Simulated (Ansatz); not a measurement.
# Ti2NF2 MXene bilayer (AB) in a perpendicular field, part 3 of 3

Wanted: the out-of-plane response of the Ti2NF2 MXene bilayer (AB). A positive field points along +c.

Ansatz 0.2.0; plane-wave DFT, PBE-D3(BJ), Ansatz PAW.

So far. Step 7 (Atoms held, field -0.2 V/Å): The dipole is -0.108 e·Å. Step 8 (Single point, field 0.35 V/Å): The dipole is 0.190 e·Å.

## Step 9: Response, atoms held

This step: plane-wave DFT, PBE-D3(BJ), Ansatz PAW; response to a field along the normal, atoms held (Ansatz 0.2.0).

The dipoles give the slope, and the difference of two potentials shows where the field is screened.

Numbers from this step:

```yaml
equivalent_conductor_thickness_p_eps_0ae: 12.37 Å
distance_between_the_outer_atoms: 12.11 Å
```

The dipole of the cell by applied field:

```
applied field (V/Å)  dipole of the cell (e·Å)
             -0.200                    -0.108
             -0.100                   -0.0542
              0.000                   -3.7e-7
              0.100                    0.0542
              0.200                     0.108
              0.350                     0.190
```

Local field over the applied field, running mean. From the potentials at -0.1 and 0.1 V/Å; running mean over 2.5 Å. Table of local field over applied field by z:

```
z (Å)  local field over applied field
    5                           1.000
    6                           0.996
    7                           0.951
    8                           0.742
    9                           0.451
   10                           0.186
   11                          0.0524
   12                        -0.00187
   13                         -5.4e-4
   14                         0.00116
   15                         0.00118
   16                         0.00119
   17                          2.6e-4
   18                        -0.00288
   19                          0.0413
   20                           0.166
   21                           0.416
   22                           0.710
   23                           0.937
   24                           0.995
   25                           1.000
```

The induced electron density oscillates, so the rows of the table below give means over windows of 0.5 Å about each position, cut where the curve ends. Its maxima inside the range that stand out by 2 % of the span (Å: e/Å³ per V/Å): 8.36: 0.00339, 9.06: 0.00184, 10.18: 0.00219, 12.41: 1.6e-4, 17.29: 1.1e-4, 18.12: 3.5e-4, 20.49: -1.4e-4, 21.19: -0.00138. Its minima: 8.92: 0.00138, 9.62: 1.4e-4, 11.99: -3.5e-4, 12.83: -1.1e-4, 17.71: -1.6e-4, 19.94: -0.00219, 21.05: -0.00184, 21.75: -0.00338.

Electrons, planar mean, per unit field. The induced electron density by z; means over each step:

z (Å), induced electron density (e/Å³ per V/Å) and a bar from the least value:
```
      4.5    0.00000 ##############
      5.0    0.00000 ##############
      5.5    0.00000 ##############
      6.0    0.00001 ##############
      6.5    0.00005 ##############
      7.0    0.00021 ###############
      7.5    0.00074 ##################
      8.0    0.00211 ##########################
      8.5    0.00294 ##############################
      9.0    0.00164 #######################
      9.5    0.00053 #################
     10.0    0.00134 #####################
     10.5    0.00116 ####################
     11.0    0.00038 ################
     11.5    0.00013 ###############
     12.0   -0.00024 #############
     12.5    0.00004 ##############
     13.0   -0.00001 ##############
     13.5    0.00001 ##############
     14.0   -0.00001 ##############
     14.5   -0.00001 ##############
     15.0    0.00000 ##############
     15.5    0.00000 ##############
     16.0    0.00001 ##############
     16.5    0.00000 ##############
     17.0   -0.00002 ##############
     17.5   -0.00001 ##############
     18.0    0.00018 ###############
     18.5   -0.00001 ##############
     19.0   -0.00036 ############
     19.5   -0.00081 ##########
     20.0   -0.00166 #####
     20.5   -0.00039 ############
     21.0   -0.00154 ######
     21.5   -0.00259 
     22.0   -0.00251 
     22.5   -0.00097 #########
     23.0   -0.00028 #############
     23.5   -0.00007 ##############
     24.0   -0.00002 ##############
     24.5    0.00000 ##############
     25.0    0.00000 ##############
     25.5    0.00000 ##############
```

By hand: between -0.1 and 0.1 V/Å the dipole changes by 0.1084 e·Å, a slope of 0.5418 e·Å²/V. A perfect conductor of thickness t has p = ε₀AEt, so t = 180.95 × 0.5418 / 7.925 = 12.37 Å (e/ε₀ = 180.95 V·Å, A in Å²).

The induced dipole is that of a conductor 12.37 Å thick.

## Step 10: Varying the input: scf.mixing.preconditioner = "local_kerker"

This step: plane-wave DFT, PBE-D3(BJ), Ansatz PAW (Ansatz 0.2.0).

A run with a changed input: it repeats the earlier run at 0.1 V/Å with scf.mixing.preconditioner to local_kerker.

Contents of input.yaml:

```yaml
crystal:
  lattice:
    - [3.0251070851, 0.0, 0.0]
    - [-1.5125535425, 2.6198195848, 0.0]
    - [0.0, 0.0, 30.113060794]
  atoms:
    - { symbol: F, position: [0.3333333333, 0.6666666667, 0.298873637] }
    - { symbol: Ti, position: [0.6666666667, 0.3333333333, 0.3405756745] }
    - { symbol: "N", position: [0.0, 0.0, 0.3763780793] }
    - { symbol: Ti, position: [0.3333333333, 0.6666666667, 0.4121850962] }
    - { symbol: F, position: [0.6666666667, 0.3333333333, 0.4536592319] }
    - { symbol: F, position: [0.6666666667, 0.3333333333, 0.5463407681] }
    - { symbol: Ti, position: [0.0, 0.0, 0.5878149038] }
    - { symbol: "N", position: [0.3333333333, 0.6666666667, 0.6236219207] }
    - { symbol: Ti, position: [0.6666666667, 0.3333333333, 0.6594243255] }
    - { symbol: F, position: [0.0, 0.0, 0.701126363] }
kpoints:
  mp_grid: { grid: [18, 18, 1] }
  band_path:
    path: [[0, 0, 0], [0.5, 0, 0], [0.33333333, 0.33333333, 0], [0, 0, 0]]
    npoints: 16
hamiltonian:
  xc: pbe
  dispersion: d3bj
scf:
  occupations: { method: fermi_dirac, width: 0.05 }
  convergence: { dr2_threshold: 1.0e-10 }
  mixing: { preconditioner: local_kerker }
efield:
  axis: 3
  dipole_correction: true
  ramp_position: 0.9425
  ramp_width: 0.1149
  amplitude: 0.1
output:
  write_potential: true
  write_density: true
  volumetric_format: npy
```

Command:

```console
$ ansatz run input.yaml --threads 4 --pin off --max-ram 6144MiB --backend cpu --events-out ev --progress --plain --runs-dir out
```

Numbers of over 12 decimals in the logs are rounded to 6 here.

Log:

```text
[...]
Crystal: 10 atoms, lattice volume = 238.653 Å³
Basis set: ecut = 420 eV, 4589 PW (Γ)
Bands: 53, of which v1, the nominal top of the filled ones, is band 43 counted from 1 (42 counted from 0)
Symmetry: 6 space group operations
k-points: 37 of 324 (time reversal used)
[...]
SCF iter   1: F=—  HF=-14024.696978 eV  |F-HF|=—  |Δ(HF+E_count)|=         —  Δρ=9.95e-2  dr2=3.26e1  ethr=3.10e-3  p=0.060 e·Å  D=4.54e-2 V/Å  ΔV_dip=-1.37 eV  dr2_dipole=4.61e-4  V_vac-E_F(+/−)=8.00/6.78 eV  ⟨swp⟩=8.4  Hψ=8990  notcnv=0  defer=3
[...]
SCF iter  25: F=-14016.226347 eV  HF=-14016.226347 eV  |F-HF|=1.24e-10  |Δ(HF+E_count)|=  2.36e-11  Δρ=6.16e-8  dr2=2.52e-11  ethr=1.00e-12  p=0.054 e·Å  D=4.11e-2 V/Å  ΔV_dip=-1.24 eV  dr2_dipole=6.89e-12  V_vac-E_F(+/−)=5.08/3.72 eV  ⟨swp⟩=11.9  Hψ=5971  notcnv=0
SCF 1 converged in 25 iterations: F = -14016.226347 eV  dr2 = 2.52e-11
[...]
SCF converged after 25 iterations
Stability not checked: this state was not tested for a lower state beside it, because the mixer in use, unlike msr1, does not test its closes by its own steps (another_mixer; see scf.mixing.algorithm and scf.lower_state_search)
Free energy (F): -14016.226347 eV
[...]
Internal energy: -14016.193916 eV  (E = F + TS)
E sigma→0 (E₀):  -14016.210131 eV
Entropy (-TS):   -0.032431 eV (-3.243 meV/atom)
Fermi energy:    3.334760 eV
Dipole field:    D = 0.041081 V/Å  (p = 0.054181 e·Å, saw-weighted, corrected)
Work function:   not extracted (applied field tilts the vacuum); planar V_es + V_field profile in the machine report
[...]
--- Band table (eV; the first three rows and the last of 37) ---
  k-point 0: bands = [... 39 lower, -1.5677, 2.6951, 2.6951, 2.6974, 2.6974, 3.3263, 3.3382, 4.6427, ... 6 higher]
  k-point 1: bands = [... 39 lower, -1.5958, 2.6336, 2.6363, 2.7487, 2.7510, 3.3293, 3.3410, 4.5617, ... 6 higher]
  k-point 2: bands = [... 39 lower, -1.6696, 2.4535, 2.4579, 2.9025, 2.9050, 3.3602, 3.3721, 4.4641, ... 6 higher]
  k-point 36: bands = [... 39 lower, -2.1446, 3.2511, 3.2568, 3.4077, 3.4147, 3.4191, 3.4455, 5.0397, ... 6 higher]
```

The job ended after 30 s (4 threads of Arm Neoverse V2, shared host; peak memory 0.82 GiB; 2 min of CPU time).

Numbers from this step:

```yaml
energy_at_zero_smearing: -14016.2101 eV
dipole_along_the_normal: 0.05418 e·Å
```

The electronic bands at the labelled points (eV, zero at the Fermi level):

```
  point  band 39  band 40  band 41  band 42  band 43  band 44  band 45  band 46
      Γ    -4.90    -4.90    -0.64    -0.64    -0.64    -0.64    -0.01     0.00
halfway    -5.23    -5.22    -1.61    -1.59     0.26     0.26     0.33     0.35
      M    -5.28    -5.27    -2.36    -2.35     1.23     1.24     1.34     1.34
halfway    -5.43    -5.43    -1.54    -1.53     0.73     0.73     0.97     0.98
      K    -5.48    -5.48    -0.08    -0.08     0.07     0.08     0.08     0.11
halfway    -5.38    -5.32    -1.12    -1.10    -0.65    -0.65     1.07     1.08
      Γ    -4.90    -4.90    -0.64    -0.64    -0.64    -0.64    -0.01     0.00
```

```
                     quantity  this run  earlier run  difference
dipole along the normal (e·Å)   0.05418      0.05418      3.9e-6
```

The dipole moves by under 0.5 % or 5e-5 e·Å. The run took 25 SCF cycles against 13.

Of the bands kept, 3 cross the Fermi level on this path.

## Step 11: Summary of results

- gap without field: none
- work function, upper face: 4.44 eV
- equivalent conductor thickness, atoms held: 12.4 Å

What this shows: The induced dipole equals that of a perfect conductor 12.37 Å thick, while the outer atoms lie 12.11 Å apart. There is no gap over 0.03 eV, with or without the field. The first relaxation ran with spin and lost its moment, and the later runs have none; other magnetic states were not tried. The MXene's terminations sit over the metal atoms of its far layer; the site over carbon or nitrogen, which some compounds prefer, was not run.

[Logs are printed without paths, hosts, clocks, repeated set-up lines and the standing remarks that a program may print on its own settings, such as how far it seeks lower states.]

[Hosts, paths, dates, database ids (printed as entryN), source tags and the programs' standing remarks are cut or masked in the printed files.]

[Maps of the electrostatic potential energy from Ansatz leave out the sawtooth potential of an applied field or a dipole correction, so their vacuum need not be flat; planar profiles and work functions include it.]
